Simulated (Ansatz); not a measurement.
# CoCuAs2Se2: relaxing a made-up structure

This structure for CoCuAs2Se2 is made up. Its elements were placed in a known structure type with a cell scaled to their sizes. What cell does the guess relax to, and how far off was it?

Program: Ansatz 0.2.0. Level of theory: DFT, PBE, plane-wave PAW, files of the set soft_1, scalar-relativistic, ferromagnetic start, cell and ions relaxed at zero pressure; PAW set soft_1, in the first sound run; inputs show where later runs differ. Results are calculated unless marked as measured.

**1. The structure**

The structure is monoclinic, space group P2/m (No. 10). The conventional cell has a = 5.148 Å, b = 3.608 Å, c = 6.086 Å, α = 90.00°, β = 95.38°, γ = 90.00°. Se has 1 Co at 2.38 Å and 2 Cu at 2.38 Å nearest. Nearest to As lie 1 Cu at 2.48 Å and 2 Co at 2.54 Å. Cu has 4 Se at 2.38 Å and 2 As at 2.48 Å nearest. Nearest to Co lie 2 Se at 2.38 Å and 4 As at 2.54 Å. Farther neighbours and most contacts between anions are not listed.

As a file:

```cif
data_structure
_symmetry_space_group_name_H-M 'P 1'
_symmetry_Int_Tables_number 1
_cell_length_a 5.1480
_cell_length_b 3.6080
_cell_length_c 6.0860
_cell_angle_alpha 90.000
_cell_angle_beta 95.380
_cell_angle_gamma 90.000
_cell_volume 112.54
loop_
_atom_site_label
_atom_site_type_symbol
_atom_site_fract_x
_atom_site_fract_y
_atom_site_fract_z
_atom_site_occupancy
Se1 Se 0.76570 0.00000 0.64440 1
Se2 Se 0.23430 0.00000 0.35560 1
As3 As 0.27970 0.50000 0.84490 1
As4 As 0.72030 0.50000 0.15510 1
Cu5 Cu 0.50000 0.50000 0.50000 1
Co6 Co 0.00000 0.00000 0.00000 1
```

**2. Relaxing cell and atoms**

The guess takes its coordinates from another compound and its volume from a rule, so the cell and any free coordinates are relaxed together.

The input, input.yaml:

```yaml
crystal:
  lattice:
    - [5.148, 0.0, 0.0]
    - [0.0, 3.608, 0.0]
    - [-0.570628173, 0.0, 6.059189673]
  atoms:
    - { symbol: Se, position: [0.7657, 0.0, 0.6444] }
    - { symbol: Se, position: [0.2343, 0.0, 0.3556] }
    - { symbol: As, position: [0.2797, 0.5, 0.8449] }
    - { symbol: As, position: [0.7203, 0.5, 0.1551] }
    - { symbol: Cu, position: [0.5, 0.5, 0.5], spin: 0.6 }
    - { symbol: Co, position: [0.0, 0.0, 0.0], spin: 2.0 }
magnetization:
  spin_polarized: true
kpoints:
  mp_grid: { grid: [5, 7, 5] }
scf:
  occupations: { method: fermi_dirac, width: 0.05 }
hamiltonian:
  xc: pbe
  pseudopotentials: { kind: paw, azcp: { folder: soft_1 } }
relax:
  f_tol: 0.015
  max_steps: 70
  cell: {}
output:
  forces: true
  stress: true
```

Run with:

```
ansatz run input.yaml --threads 4 --pin off --max-ram 10240MiB --backend cpu --events-out ev --progress --plain --runs-dir out
```

Numbers of over 12 decimals in the logs are rounded to 6 here.

The log of the run:

```text
Engine: ansatz 0.2.0, x86_64-unknown-linux-gnu
Pseudopotentials: kind: paw
Pseudopotential: Se, paw, valence charge 16, recommended cutoff 420 eV (normal), soft_1/Se.paw.azcp
Pseudopotential: As, paw, valence charge 15, recommended cutoff 420 eV (normal), soft_1/As.paw.azcp
Pseudopotential: Cu, paw, valence charge 19, recommended cutoff 420 eV (normal), soft_1/Cu.paw.azcp
Pseudopotential: Co, paw, valence charge 17, recommended cutoff 420 eV (normal), soft_1/Co.paw.azcp
Functional definition: PBE
  parameter kappa = 0.804
  parameter beta = 0.066725
  exchange = pbe_x(kappa = kappa, mu = beta*pi^2/3)
  correlation = pbe_c(beta = beta)
Crystal: 6 atoms, lattice volume = 112.543 Å³
Basis set: ecut = 420 eV, 2185 PW (Γ), exchange–correlation on 72×50×90 points (8 copies of the dense FFT grid, shifted against one another)
Bands: 61, of which v1, the nominal top of the filled ones, is band 49 counted from 1 (48 counted from 0)
Symmetry: 4 space group operations
Space group: P2/m (ITA 10), of the structure as read, at distance tolerance 4.8e-5 Å
Magnetic group: BNS 10.42 (UNI 49), of the structure as read, at distance tolerance 4.8e-5 Å
k-points: 52 of 175
Non-local potential: Se, projectors of the file, l = 0: 2, l = 1: 2, l = 2: 3, l = 3: 1
Non-local potential: As, projectors of the file, l = 0: 2, l = 1: 2, l = 2: 3, l = 3: 1
Non-local potential: Cu, projectors of the file, l = 0: 3, l = 1: 2, l = 2: 3, l = 3: 1
Non-local potential: Co, projectors of the file, l = 0: 3, l = 1: 2, l = 2: 3, l = 3: 1
PAW form: soft (Blöchl's): semilocal exchange-correlation on the pseudo side does not see the compensation charge
PAW one-centre angular grid: Se, 590 points (default); XC on 64 Gauss nodes
PAW one-centre angular grid: As, 590 points (default); XC on 64 Gauss nodes
PAW one-centre angular grid: Cu, 590 points (default); XC on 64 Gauss nodes
PAW one-centre angular grid: Co, 590 points (default); XC on 64 Gauss nodes
Initial density: superposition of atomic densities (chi_scale 0.1, normalization cell)
Starting moments: Σ|m| = 2.6 μB on 2 of 6 sites
Initial wavefunctions: pseudopotential atomic-orbital guess
Functional: x = pbe(κ = 0.804, μ = 0.219515), c = pbe(β = 0.066725)
SCF iter   1: F=—  HF=-32403.012529 eV  |F-HF|=—  |Δ(HF+E_count)|=         —  Δρ=1.26e-1 (↑1.23e-1 ↓1.26e-1)  dr2=5.91e1  dr2_m=1.60e-1  M=1.568 μB ∫|m|=1.896 μB  β_m=0.30  ethr=3.10e-3  ⟨swp⟩=5.9  Hψ=21977  notcnv=0  defer=8
Mixer restart at iter 1: flushing history
preconditioner: auto → Kerker (q_TF=auto, 2.666 Å⁻¹)  [metal: Δε(μ)=0.012 eV  Ē_g=9.101 eV  σ=0.050 eV  W_gap=0.06  n_scr=36 (ndim 8)  ℏωp=22.7 eV  f_vac=0.004  D(μ)=5.37/eV (n_scr^D=46)]
spin=Collinear: Kerker preconditioning applied to the charge; magnetization (m = ρ↑ − ρ↓) channel mixes plain (no charge-response kernel on spin).
SCF iter   2: F=—  HF=-32403.669427 eV  |F-HF|=—  |Δ(HF+E_count)|=   6.57e-1  Δρ=6.27e-2 (↑5.73e-2 ↓6.27e-2)  dr2=8.20e0  dr2_m=1.41e-1  M=1.410 μB ∫|m|=1.838 μB  β_m=0.26  ethr=3.10e-3  ⟨swp⟩=4.0  Hψ=17834  notcnv=0  defer=358
SCF iter   3: F=—  HF=-32401.085297 eV  |F-HF|=—  |Δ(HF+E_count)|=    2.58e0  Δρ=2.55e-2 (↑1.44e-2 ↓2.55e-2)  dr2=1.15e0  dr2_m=1.71e-1  M=1.328 μB ∫|m|=1.738 μB  β_m=0.40  ethr=3.10e-3  ⟨swp⟩=2.2  Hψ=13371  notcnv=0  defer=394
SCF iter   4: F=—  HF=-32401.465900 eV  |F-HF|=—  |Δ(HF+E_count)|=   3.81e-1  Δρ=2.64e-2 (↑1.94e-2 ↓2.64e-2)  dr2=2.08e0  dr2_m=2.08e-1  M=1.085 μB ∫|m|=1.532 μB  β_m=0.28  ethr=1.17e-3  ⟨swp⟩=2.8  Hψ=13488  notcnv=0  defer=378
SCF iter   5: F=—  HF=-32401.509593 eV  |F-HF|=—  |Δ(HF+E_count)|=   4.37e-2  Δρ=1.95e-2 (↑9.08e-3 ↓1.95e-2)  dr2=5.76e-1  dr2_m=1.19e-1  M=0.841 μB ∫|m|=1.316 μB  β_m=0.43  ethr=1.17e-3  ⟨swp⟩=2.4  Hψ=8832  notcnv=0  defer=379
SCF iter   6: F=—  HF=-32401.644379 eV  |F-HF|=—  |Δ(HF+E_count)|=   1.35e-1  Δρ=2.60e-2 (↑2.60e-2 ↓1.99e-2)  dr2=1.73e0  dr2_m=2.66e-2  M=0.491 μB ∫|m|=0.863 μB  β_m=0.46  ethr=5.88e-4  ⟨swp⟩=3.0  Hψ=12212  notcnv=0  defer=411  recentre
SCF iter   7: F=—  HF=-32401.650181 eV  |F-HF|=—  |Δ(HF+E_count)|=         —  Δρ=2.34e-2 (↑2.06e-2 ↓2.34e-2)  dr2=7.34e-2  dr2_m=4.83e-1  M=0.327 μB ∫|m|=0.586 μB  β_m=0.46  ethr=5.88e-4  ⟨swp⟩=3.0  Hψ=13507  notcnv=0  defer=409
Mixer restart at iter 7: flushing history
SCF iter   8: F=—  HF=-32401.646935 eV  |F-HF|=—  |Δ(HF+E_count)|=   3.25e-3  Δρ=1.68e-2 (↑1.64e-2 ↓1.68e-2)  dr2=5.20e-2  dr2_m=2.73e-1  M=0.251 μB ∫|m|=0.461 μB  β_m=0.73  ethr=7.49e-5  ⟨swp⟩=2.4  Hψ=13179  notcnv=0  defer=405
SCF iter   9: F=—  HF=-32401.831262 eV  |F-HF|=—  |Δ(HF+E_count)|=   1.84e-1  Δρ=2.18e-2 (↑1.98e-2 ↓2.18e-2)  dr2=1.03e0  dr2_m=7.13e-2  M=0.141 μB ∫|m|=0.268 μB  β_m=0.22  ethr=5.31e-5  ⟨swp⟩=2.9  Hψ=13167  notcnv=0  defer=405  recentre
SCF iter  10: F=—  HF=-32401.638029 eV  |F-HF|=—  |Δ(HF+E_count)|=   1.93e-1  Δρ=1.25e-2 (↑1.04e-2 ↓1.25e-2)  dr2=2.25e-2  dr2_m=1.33e-1  M=0.175 μB ∫|m|=0.329 μB  β_m=0.45  ethr=5.31e-5  ⟨swp⟩=2.5  Hψ=13377  notcnv=0  defer=427
SCF iter  11: F=—  HF=-32401.628404 eV  |F-HF|=—  |Δ(HF+E_count)|=   9.63e-3  Δρ=1.75e-3 (↑1.75e-3 ↓6.80e-4)  dr2=2.69e-3  dr2_m=5.20e-4  M=0.024 μB ∫|m|=0.057 μB  β_m=0.44  ethr=2.30e-5  ⟨swp⟩=2.5  Hψ=10695  notcnv=0  defer=422
SCF iter  12: F=—  HF=-32401.629361 eV  |F-HF|=—  |Δ(HF+E_count)|=   9.57e-4  Δρ=9.92e-4 (↑9.92e-4 ↓7.37e-4)  dr2=1.93e-3  dr2_m=4.93e-5  M=0.010 μB ∫|m|=0.025 μB  β_m=0.72  ethr=2.75e-6  ⟨swp⟩=2.0  Hψ=11828  notcnv=0  defer=422
SCF iter  13: F=—  HF=-32401.631429 eV  |F-HF|=—  |Δ(HF+E_count)|=   2.07e-3  Δρ=1.20e-3 (↑1.20e-3 ↓1.04e-3)  dr2=4.85e-3  dr2_m=1.26e-5  M=0.005 μB ∫|m|=0.013 μB  β_m=0.86  ethr=1.97e-6  ⟨swp⟩=1.5  Hψ=6616  notcnv=0  defer=422
SCF iter  14: F=—  HF=-32401.632102 eV  |F-HF|=—  |Δ(HF+E_count)|=   6.73e-4  Δρ=3.15e-4 (↑2.64e-4 ↓3.15e-4)  dr2=5.02e-4  dr2_m=2.95e-6  M=0.001 μB ∫|m|=0.004 μB  β_m=0.93  ethr=1.97e-6  ⟨swp⟩=2.0  Hψ=11246  notcnv=0  defer=422
SCF iter  15: F=—  HF=-32401.632132 eV  |F-HF|=—  |Δ(HF+E_count)|=   2.99e-5  Δρ=1.62e-4 (↑1.62e-4 ↓1.04e-4)  dr2=9.88e-5  dr2_m=1.61e-6  M=0.001 μB ∫|m|=0.003 μB  β_m=0.95  ethr=5.12e-7  ⟨swp⟩=2.0  Hψ=6630  notcnv=0  defer=422
SCF iter  16: F=—  HF=-32401.632130 eV  |F-HF|=—  |Δ(HF+E_count)|=   1.38e-6  Δρ=1.09e-4 (↑1.01e-4 ↓1.09e-4)  dr2=4.13e-5  dr2_m=4.59e-8  M=0.000 μB ∫|m|=0.000 μB  β_m=0.97  ethr=1.01e-7  ⟨swp⟩=2.0  Hψ=7539  notcnv=0  defer=422
SCF iter  17: F=—  HF=-32401.632132 eV  |F-HF|=—  |Δ(HF+E_count)|=   2.10e-6  Δρ=6.41e-5 (↑6.24e-5 ↓6.41e-5)  dr2=1.72e-5  dr2_m=2.02e-9  M=0.000 μB ∫|m|=0.000 μB  β_m=0.79  ethr=4.22e-8  ⟨swp⟩=1.1  Hψ=6776  notcnv=0  defer=422
[...]
SCF iter   2: F=—  HF=-32402.622058 eV  |F-HF|=—  |Δ(HF+E_count)|=   3.66e-3  Δρ=2.06e-4 (↑2.06e-4 ↓2.06e-4)  dr2=6.22e-5  dr2_m=1.83e-11  M=-0.000 μB ∫|m|=0.000 μB  β_m=0.54  ethr=3.91e-8  ⟨swp⟩=2.0  Hψ=11268  notcnv=0
SCF iter   3: F=—  HF=-32402.622411 eV  |F-HF|=—  |Δ(HF+E_count)|=   3.53e-4  Δρ=1.70e-4 (↑1.70e-4 ↓1.70e-4)  dr2=6.29e-5  dr2_m=3.73e-12  M=-0.000 μB ∫|m|=0.000 μB  β_m=0.41  ethr=3.91e-8  ⟨swp⟩=2.0  Hψ=11454  notcnv=0
SCF iter   4: F=—  HF=-32402.622580 eV  |F-HF|=—  |Δ(HF+E_count)|=   1.69e-4  Δρ=1.95e-5 (↑1.95e-5 ↓1.94e-5)  dr2=6.89e-7  dr2_m=1.92e-12  M=-0.000 μB ∫|m|=0.000 μB  β_m=0.47  ethr=3.91e-8  ⟨swp⟩=2.0  Hψ=11418  notcnv=0
SCF iter   5: F=—  HF=-32402.622584 eV  |F-HF|=—  |Δ(HF+E_count)|=   3.71e-6  Δρ=1.55e-5 (↑1.55e-5 ↓1.54e-5)  dr2=6.13e-7  dr2_m=1.74e-12  M=-0.000 μB ∫|m|=0.000 μB  β_m=0.70  ethr=7.03e-10  ⟨swp⟩=2.0  Hψ=7363  notcnv=0
SCF iter   6: F=—  HF=-32402.622586 eV  |F-HF|=—  |Δ(HF+E_count)|=   1.94e-6  Δρ=1.13e-5 (↑1.13e-5 ↓1.12e-5)  dr2=4.03e-7  dr2_m=5.47e-13  M=-0.000 μB ∫|m|=0.000 μB  β_m=0.85  ethr=6.25e-10  ⟨swp⟩=2.0  Hψ=10962  notcnv=0
SCF iter   7: F=—  HF=-32402.622588 eV  |F-HF|=—  |Δ(HF+E_count)|=   2.43e-6  Δρ=8.30e-6 (↑8.30e-6 ↓8.28e-6)  dr2=3.57e-7  dr2_m=1.64e-13  M=-0.000 μB ∫|m|=0.000 μB  β_m=0.86  ethr=4.12e-10  ⟨swp⟩=2.1  Hψ=8573  notcnv=0
SCF iter   8: F=—  HF=-32402.622588 eV  |F-HF|=—  |Δ(HF+E_count)|=   5.94e-8  Δρ=3.97e-6 (↑3.97e-6 ↓3.97e-6)  dr2=4.89e-8  dr2_m=7.34e-14  M=-0.000 μB ∫|m|=0.000 μB  β_m=0.77  ethr=3.64e-10  ⟨swp⟩=2.0  Hψ=11084  notcnv=0
SCF iter   9: F=—  HF=-32402.622589 eV  |F-HF|=—  |Δ(HF+E_count)|=   7.56e-8  Δρ=8.70e-7 (↑8.70e-7 ↓8.70e-7)  dr2=1.42e-9  dr2_m=4.64e-14  M=-0.000 μB ∫|m|=0.000 μB  β_m=0.88  ethr=4.99e-11  ⟨swp⟩=2.8  Hψ=11439  notcnv=0
SCF iter  10: F=—  HF=-32402.622479 eV  |F-HF|=—  |Δ(HF+E_count)|=   1.10e-4  Δρ=1.56e-6 (↑1.56e-6 ↓1.56e-6)  dr2=1.62e-8  dr2_m=3.68e-14  M=-0.000 μB ∫|m|=0.000 μB  β_m=0.88  ethr=1.45e-12  ⟨swp⟩=3.0  Hψ=13760  notcnv=0
SCF iter  11: F=—  HF=-32402.622479 eV  |F-HF|=—  |Δ(HF+E_count)|=   3.53e-9  Δρ=1.31e-6 (↑1.31e-6 ↓1.31e-6)  dr2=1.21e-8  dr2_m=2.95e-14  M=-0.000 μB ∫|m|=0.000 μB  β_m=0.94  ethr=1.45e-12  ⟨swp⟩=2.0  Hψ=8132  notcnv=0
SCF iter  12: F=—  HF=-32402.622479 eV  |F-HF|=—  |Δ(HF+E_count)|=   6.13e-9  Δρ=3.80e-7 (↑3.80e-7 ↓3.79e-7)  dr2=1.06e-9  dr2_m=1.30e-15  M=-0.000 μB ∫|m|=0.000 μB  β_m=0.77  ethr=1.45e-12  ⟨swp⟩=2.0  Hψ=11018  notcnv=0
SCF iter  13: F=—  HF=-32402.622479 eV  |F-HF|=—  |Δ(HF+E_count)|=  1.67e-10  Δρ=2.12e-7 (↑2.11e-7 ↓2.12e-7)  dr2=4.44e-10  dr2_m=1.41e-15  M=-0.000 μB ∫|m|=0.000 μB  β_m=0.87  ethr=1.09e-12  ⟨swp⟩=2.0  Hψ=10598  notcnv=0
SCF iter  14: F=—  HF=-32402.622479 eV  |F-HF|=—  |Δ(HF+E_count)|=  1.27e-10  Δρ=1.32e-7 (↑1.32e-7 ↓1.32e-7)  dr2=1.06e-10  dr2_m=2.79e-16  M=-0.000 μB ∫|m|=0.000 μB  β_m=0.80  ethr=1.00e-12  ⟨swp⟩=2.0  Hψ=7584  notcnv=0
SCF iter  15: F=—  HF=-32402.622479 eV  |F-HF|=—  |Δ(HF+E_count)|=  1.82e-11  Δρ=6.38e-8 (↑6.37e-8 ↓6.38e-8)  dr2=1.52e-11  dr2_m=6.29e-18  M=-0.000 μB ∫|m|=0.000 μB  β_m=0.69  ethr=1.00e-12  ⟨swp⟩=1.6  Hψ=6430  notcnv=0
SCF iter  16: F=—  HF=-32402.622479 eV  |F-HF|=—  |Δ(HF+E_count)|=  1.46e-11  Δρ=2.11e-8 (↑2.11e-8 ↓2.11e-8)  dr2=1.81e-12  dr2_m=6.97e-19  M=-0.000 μB ∫|m|=0.000 μB  β_m=0.83  ethr=1.00e-12  ⟨swp⟩=1.0  Hψ=6344  notcnv=0
SCF iter  17: F=-32402.622479 eV  HF=-32402.622479 eV  |F-HF|=4.73e-11  |Δ(HF+E_count)|=  2.18e-11  Δρ=9.74e-8 (↑9.74e-8 ↓9.74e-8)  dr2=4.09e-11  dr2_m=4.57e-20  M=-0.000 μB ∫|m|=0.000 μB  ethr=1.00e-12  ⟨swp⟩=2.0  Hψ=18157  notcnv=0
the starting moments were not kept: the SCF closed with an absolute magnetisation of 7.6e-10 μB, where they sum to 2.6 μB in size (2 sites). That is at most 0.1 of that sum. Measured as dr2_m measures the in/out step, that magnetisation stands 3.6e-19 eV from none, at or under the dr2_threshold of 6.0e-11 eV: it is no larger than a step whose dr2_m would equal this threshold.
SCF 8 converged in 17 iterations: F = -32402.622479 eV  dr2 = 4.09e-11
relax step   8: F+E_penalty+E_count = -32402.62247872 eV  Δ(F+E_penalty+E_count) = +1.313e-3 eV  max|allowed force component| = 2.347e-3 eV/Å  Δτ_max = 0.0000 Å  P = -0.023 GPa  Ω = 106.685 Å³  stress off target by 4.03e-2 GPa  SCF on the basis re-selected at this cell (its energy is not comparable with the rows above)  (17 SCF iters)
basis re-selected at this cell: Δ(F+E_penalty+E_count) = +1.313e-3 eV, ΔP = +0.001 GPa vs the last step (what re-selecting the basis moved, of the pressure what is left beyond the Pulay correction that the steps carried, after the strain that the cell walked since its last selection, with what the two solves' SCF thresholds leave and, on support functions, any second-order correction that the steps lacked; it is no measure of the basis error at this ecutwfc). The dense FFT grid was sized anew with the basis: this SCF ran on 36×25×40 points, the steps before it on 36×25×45, so part of this shift can come from that change (see relax.cell in the input reference). [rest of the remark cut]
SCF converged after 17 iterations
Magnetization: -0.0000 μB (49.0000 up, 49.0000 down)
Absolute magnetization: 0.0000 μB (∫|ρ↑−ρ↓|, with the PAW one-centre terms)
Spin contamination: 0.0000 ħ² per cell (⟨S²⟩ above its minimum at these occupations)
Per-site moments (μB) at R_I (Å): [(-3.048189658026655e-11, 0.955981), (-3.04816626794134e-11, 0.955981), (-1.1654930383388686e-11, 0.998185), (-1.165487898276054e-11, 0.998185), (-7.393210051739285e-11, 1.016467), (-3.509319291357863e-10, 0.955981)]
Free energy (F): -32402.622479 eV
Harris-Foulkes:  -32402.622479 eV  (|F-HF|=4.73e-11)
Internal energy: -32402.594587 eV  (E = F + TS)
E sigma→0 (E₀):  -32402.608533 eV
Entropy (-TS):   -0.027892 eV (-4.649 meV/atom)
Fermi energy:    11.747472 eV
--- Per-component energies (eV) ---
  E_band       = -1924.067363
  E_kinetic    = 969.202856
  E_local      = -17252.106009  (includes V_loc(G=0)·N_el)
  E_nonlocal   = -167.081678
  E_hartree    = 8481.761200
  E_xc         = -471.923552
  E_vxc        = -535.907466  (∫ρ·V_xc dr)
  E_paw        = -11676.238942  (= ΣΔE_a)
  E_vpaw       = -1901.697376  (= ΣTr[D̂ρ^β])
  E_aug_tail   = 0.000147  (compensation charges beyond the density's cutoff)
  E_ewald      = -12286.208609
  E_smearing   = -0.027892  (= −TS)
  E_closure    = -0.000000  (closes the sum)
  Σ components = -32402.622479   (vs F -32402.622479, Δ=0.00e0)
--- Forces (eV/Å), atoms counted from 1 ---
  atom   1  Se    -0.00234664    -0.00000000    -0.00041243
  atom   2  Se     0.00234664     0.00000000     0.00041243
  atom   3  As     0.00149127     0.00000000    -0.00006802
  atom   4  As    -0.00149127    -0.00000000     0.00006802
  atom   5  Cu    -0.00000000     0.00000000     0.00000000
  atom   6  Co    -0.00000000     0.00000000     0.00000000
  max |Σ_I F_I| component: 4.34e-19 eV/Å
--- Stress (GPa, compression-positive) ---
       -0.005660      -0.000000       0.012014
       -0.000000      -0.025929      -0.000000
        0.012014      -0.000000      -0.036187
  P = ⅓ Tr σ = -0.0226 GPa (-0.226 kbar)
--- Relaxed structure (7 steps of the walk, 7 accepted, 1 SCFs on fresh bases) ---
  F+E_penalty+E_count = -32402.62247872 eV   max|allowed force component| = 2.347e-3 eV/Å   (the final SCF, on the basis selected at the relaxed cell)
  cell:  # Å, volume = 106.6855 Å³
    - [4.925558, 6.518719321847644e-17, 0.293577]
    - [4.568675080269288e-17, 3.697426, -2.3876000668437647e-17]
    - [-0.200432, -4.73224400841423e-17, 5.846068]
  atoms:
    - { symbol: Se, position: [0.804799, -2.310660788430667e-19, 0.643780] }
    - { symbol: Se, position: [0.195201, 2.3106607884306515e-19, 0.356220] }
    - { symbol: As, position: [0.289911, 0.500000, 0.886672] }
    - { symbol: As, position: [0.710089, 0.500000, 0.113328] }
    - { symbol: Cu, position: [0.5, 0.500000, 0.5] }
    - { symbol: Co, position: [-2.299359825273286e-19, 0.0, 0] }
```

The job ended after 1.7 min (4 threads of AMD EPYC 7B13 (Zen 3), shared host; peak memory 0.94 GiB; 6.4 min of CPU time).

Relaxation path:

```csv
step,energy less that of the first step (eV),largest force component (eV/Å),pressure (GPa),volume (Å³)
1,0.0000,1.7511,-3.19,112.54
2,-0.7068,0.7258,-0.42,108.11
3,-0.9418,0.2925,1.85,105.07
4,-0.9793,0.3289,-0.11,106.91
5,-0.9911,0.0448,-0.01,106.67
6,-0.9916,0.0241,0.06,106.60
7,-0.9917,0.0018,-0.02,106.69
8*,-0.9903,0.0023,-0.02,106.69
```

Relaxation steps marked * repeat the geometry before them on a plane-wave basis chosen anew for their cell, so energy and pressure can jump there.

The run keeps the 4 symmetry operations that it works with, so distortions that break them were not tested.

```csv
cell as run,before,after,change
a (Å),5.148,4.934,-4.2 %
b (Å),3.608,3.697,+2.5 %
c (Å),6.086,5.850,-3.9 %
β (°),95.38,88.55,-7.2 %
volume (Å³/atom),18.76,17.78,-5.2 %
```

The atoms that moved most (Å, as changes of fractional coordinates times the final cell):

```csv
atom,dx,dy,dz,length
As3,0.042,0.000,0.247,0.251
As4,-0.042,0.000,-0.247,0.251
Se1,0.193,0.000,0.008,0.193
Se2,-0.193,0.000,-0.008,0.193
```

Final coordinates:

```cif
data_structure
_symmetry_space_group_name_H-M 'P 1'
_symmetry_Int_Tables_number 1
_cell_length_a 4.9343
_cell_length_b 3.6974
_cell_length_c 5.8495
_cell_angle_alpha 90.000
_cell_angle_beta 88.553
_cell_angle_gamma 90.000
_cell_volume 106.69
loop_
_atom_site_label
_atom_site_type_symbol
_atom_site_fract_x
_atom_site_fract_y
_atom_site_fract_z
_atom_site_occupancy
Se1 Se 0.80480 0.00000 0.64378 1
Se2 Se 0.19520 0.00000 0.35622 1
As3 As 0.28991 0.50000 0.88667 1
As4 As 0.71009 0.50000 0.11333 1
Cu5 Cu 0.50000 0.50000 0.50000 1
Co6 Co 0.00000 0.00000 0.00000 1
```

This step gave:

- free energy: -32402.6225 eV
- energy at zero smearing: -32402.6085 eV
- smearing term TS: 0.02789 eV
- Fermi energy: 11.75 eV
- electrons: 98
- symmetry operations: 4
- pressure: -0.02259 GPa

Shortest distances by pair of elements, guess and relaxed (not always the same contact):

```csv
pair,guess (Å),relaxed (Å)
Co–Se,2.377,2.318
As–Co,2.544,2.420
As–Cu,2.478,2.464
As–As,2.812,2.489
Se–Se,3.110,2.525
```

The relaxation ends with a largest force component of 0.0023 eV/Å and a pressure of -0.02 GPa. No moment survives the cycle: this start ends non-magnetic.

[end of part 1 of 2]

[Logs are printed without paths, hosts, clocks, repeated set-up lines and the standing remarks that a program may print on its own settings, such as how far it seeks lower states.]

[Hosts, paths, dates, database ids (printed as entryN), source tags and the programs' standing remarks are cut or masked in the printed files.]
